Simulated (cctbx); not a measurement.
## Te3Pt: solution and refinement

Cell a = 7.0580 Å, b = 7.0580 Å, c = 5.8100 Å, α = 90.00°, β = 90.00°, γ = 120.00°; space group P6_3/mmc (no. 194); content Pt2 Te6.

Simulated single-crystal data (cctbx): synchrotron X-rays, λ = 0.7749 Å, to d = 0.77 Å, 70 % of the full sphere, strongest reflection 5000 counts, noise from counting, a 4 % proportional error and a noise floor of 2 counts (s.d.); no absorption.

Charge flipping in P1 on normalised amplitudes to 0.9 Å, δ = 1.1 σ, 10 % of the reflections treated as weak, 600 cycles:

```text
cycle      R  skewness
    0  0.585     0.21
   50  0.414     2.89
  100  0.403     2.83
  150  0.418     3.11
  200  0.411     3.05
  250  0.415     3.10
  300  0.406     2.97
  350  0.418     3.04
  400  0.426     3.01
  450  0.405     3.00
  500  0.417     3.11
  550  0.397     3.03
origin shift          correlation  skewness
 0.727  0.245  0.006      0.959      6.43
 0.727  0.745  0.006      0.959      6.23
 0.061  0.933 -0.006      0.869      3.67
 0.561  0.433 -0.006      0.869      3.69
taken: symmetry correlation 0.959, skewness 6.43
peak      x       y       z  mult  height/sigma
Q1    0.3333  0.6667  0.2500    2     15.1
Q2    0.1659  0.3317  0.7500    6     11.8
Q3    0.1941  0.5305  0.7500   12      1.3
Q4    0.0082  0.3679  0.2500   12      0.8
Q5    0.0051  0.5025  0.6460   12      0.8
Q6    0.3333  0.6667  0.6512    4      0.8
Q7    0.2345  0.6173  0.0380   12      0.7
```

The origin is taken among those within 0.04 of the best correlation, by the skewness of the map.

It took 0.74 s on 1 thread of Arm Neoverse N1 (shared host), peak memory 0.07 GiB.

**Question.** Which peaks are atoms, and which elements?

Heights go roughly as Z and multiplicities must add up to the content. First model: Q1 = Pt1 (2 in the cell, height 15.1) and Q2 = Te1 (6 in the cell, height 11.8). Against the true structure, Q1 is Pt and Q2 is Te; the other peaks are not atoms.

Least squares on F², isotropic:

```text
Rint 0.046, 130 unique reflections to 0.77 A
cycle     R1     wR2    GooF  max shift (A)
   1  0.1404  0.3130  10.043   0.00385
   2  0.0130  0.0291   0.934   0.00000
final R1 0.0130 wR2 0.0291 GooF 0.934  parameters 3  data/parameter 43.3
atom        x        y        z      Ueq    occ   su(xyz)  su(Uiso or U11)
Pt1    0.33333  0.66667  0.25000   0.0029  1.000  0.00000  0.0001
Te1    0.16616  0.33233  0.75000   0.0028  1.000  0.00008  0.0001
difference map: max 0.87 min -0.76 rms 0.23
Q1    0.3333  0.6667  0.7500    2    0.90  2.04 A from Te1
Q2    0.1925  0.3851  0.2500    6    0.85  1.72 A from Pt1
Q3    0.3333  0.6667  0.5710    4    0.75  1.86 A from Pt1
Q4    0.9864  0.4932  0.1688   12    0.70  2.06 A from Te1
Q5    0.1498  0.2996  0.6648   12    0.66  0.53 A from Te1
```

Anisotropic refinement:

```text
Rint 0.046, 130 unique reflections to 0.77 A
cycle     R1     wR2    GooF  max shift (A)
   1  0.0128  0.0292   0.949   0.00005
   2  0.0125  0.0282   0.916   0.00000
final R1 0.0125 wR2 0.0282 GooF 0.916  parameters 6  data/parameter 21.7
atom        x        y        z      Ueq    occ   su(xyz)  su(Uiso or U11)
Pt1    0.33333  0.66667  0.25000   0.0029  1.000  0.00000  0.0002
Te1    0.16617  0.33234  0.75000   0.0028  1.000  0.00008  0.0002
difference map: max 0.85 min -0.85 rms 0.22
Q1    0.3333  0.6667  0.7500    2    0.88  2.04 A from Te1
Q2    0.1856  0.3712  0.2500    6    0.77  1.81 A from Pt1
Q3    0.3333  0.6667  0.5603    4    0.71  1.80 A from Pt1
Q4    0.0140  0.5070  0.6659   12    0.70  2.06 A from Te1
Q5    0.2289  0.4579  0.7500    6    0.67  0.77 A from Te1
Q6    0.1434  0.2868  0.6684   12    0.59  0.55 A from Te1
```

**Reading.** The refinement ends at R1 = 0.0125, wR2 = 0.0282, GooF = 0.92, with difference density between -0.85 and 0.85 e/Å³. Every site matches the true model in element, within 0.001 Å r.m.s., up to an allowed shift of origin.

True model:

| atom | mult. | x | y | z | Ueq (Å²) |
| --- | --- | --- | --- | --- | --- |
| Pt1 | 2 | 1/3 | 2/3 | 3/4 | 0.0028 |
| Te1 | 6 | 0.1662 | 0.3324 | 1/4 | 0.0028 |

The model is made up (kin elements in a known structure type, no relaxation), so it says nothing on whether the phase exists.

[Middle refinement cycles are left out of these outputs.]

[Logs are printed without paths, hosts, clocks, repeated set-up lines and the standing remarks that a program may print on its own settings, such as how far it seeks lower states.]
